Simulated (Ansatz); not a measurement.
**Cl on Al(110): change of the work function**

How does Cl on the top site change the work function of Al(110) as the layer fills?

Calculated with Ansatz 0.2.0; plane-wave DFT, PBE, Ansatz PAW, in the first sound run; inputs show where later runs differ.

## 1. The structure

The cell holds 5 atoms: 5 Al. Its edges and angles: a = 4.050 Å, b = 2.864 Å, c = 23.728 Å, α = 90.0°, β = 90.0°, γ = 90.0°. Vacuum lies along c.

As a file:

```cif
data_structure
_symmetry_space_group_name_H-M 'P 1'
_symmetry_Int_Tables_number 1
_cell_length_a 4.0500
_cell_length_b 2.8638
_cell_length_c 23.7276
_cell_angle_alpha 90.000
_cell_angle_beta 90.000
_cell_angle_gamma 90.000
_cell_volume 275.20
loop_
_atom_site_label
_atom_site_type_symbol
_atom_site_fract_x
_atom_site_fract_y
_atom_site_fract_z
_atom_site_occupancy
Al1 Al 0.00000 0.00000 0.37931 1
Al2 Al 0.50000 0.50000 0.43965 1
Al3 Al 0.00000 0.00000 0.50000 1
Al4 Al 0.50000 0.50000 0.56035 1
Al5 Al 0.00000 0.00000 0.62069 1
```

## 2. The clean slab

The bare slab comes first, as the zero from which every change is counted. The two lowest layers are held at bulk places and the upper ones relax. The dipole correction removes the false field that a one-sided slab makes across the periodic vacuum, so each face gets a flat vacuum level of its own.

input.yaml reads:

```yaml
crystal:
  lattice:
    - [4.05, 0.0, 0.0]
    - [0.0, 2.8637824638, 0.0]
    - [0.0, 0.0, 23.7275649276]
  atoms:
    - { symbol: Al, position: [0.0, 0.0, 0.3793056737] }
    - { symbol: Al, position: [0.5, 0.5, 0.4396528368] }
    - { symbol: Al, position: [0.0, 0.0, 0.5] }
    - { symbol: Al, position: [0.5, 0.5, 0.5603471632] }
    - { symbol: Al, position: [0.0, 0.0, 0.6206943263] }
kpoints:
  mp_grid: { grid: [8, 10, 1] }
hamiltonian:
  xc: pbe
scf:
  occupations: { method: fermi_dirac, width: 0.1 }
  convergence: { dr2_threshold: 1.0e-08 }
efield:
  axis: 3
  dipole_correction: true
  ramp_position: 0.97
  ramp_width: 0.06
relax:
  f_tol: 0.02
  max_steps: 60
  constraints: [{ sites: [0, 1] }]
output:
  write_potential: true
  write_density: true
  volumetric_format: npy
```

Started as:

```sh
$ ansatz run input.yaml --threads 4 --pin off --max-ram 6144MiB --backend cpu --events-out ev --progress --plain --runs-dir out
```

The runs that follow: adsorbate added, k-mesh 3×4×1, coverage 0.111 ML; adsorbate added, k-mesh 4×5×1, coverage 0.25 ML; adsorbate added, k-mesh 4×5×1, coverage 0.5 ML; the covered slab, k-mesh 8×10×1, coverage 1 ML; work function against coverage; the 0.25 ML cell at another level of theory, cutoff 420 eV, functional PBEsol; the 0.25 ML cell at another level of theory, cutoff 930 eV, functional PBE; the 0.25 ML cell at another level of theory, cutoff 420 eV, functional LDA; the 0.25 ML cell at another level of theory, cutoff 420 eV, functional revpbe; the series together; varying the input; the same run with other settings: efield.amplitude = 0.3.

What does the calculation give for the dipole per adsorbate at 0.11 ML, positive end outwards?

Cl raises the work function of Al(110) at the lowest coverage, by 0.51 eV: the adsorbate layer has its negative end outwards. The dipole per adsorbate falls from 1.35 to 0.62 D as the layer fills. Neighbouring dipoles depolarise each other, and heights and bonding change with coverage too. At the highest coverage the adsorbates are pressed to about 2.9 Å, closer than unbonded atoms of this kind usually come, so a real layer may not reach it.

| Item | Value |
| --- | --- |
| work function of the clean face | 3.99 eV |
| work function at 0.11 ML | 4.51 eV |
| work function at 0.25 ML | 4.98 eV |
| work function at 0.5 ML | 5.63 eV |
| work function at 1 ML | 6.00 eV |
| dipole per adsorbate at 0.11 ML, positive end outwards | -1.35 D |

The slab has 5 layers, at the tabulated experimental lattice constant, one starting site was run, and quantum-size effects of a slab this thin can reach one or two tenths of an eV. Spin-orbit coupling enters in a check alone.

[Logs are printed without paths, hosts, clocks, repeated set-up lines and the standing remarks that a program may print on its own settings, such as how far it seeks lower states.]

[Hosts, paths, dates, database ids (printed as entryN), source tags and the programs' standing remarks are cut or masked in the printed files.]

[Maps of the electrostatic potential energy from Ansatz leave out the sawtooth potential of an applied field or a dipole correction, so their vacuum need not be flat; planar profiles and work functions include it.]
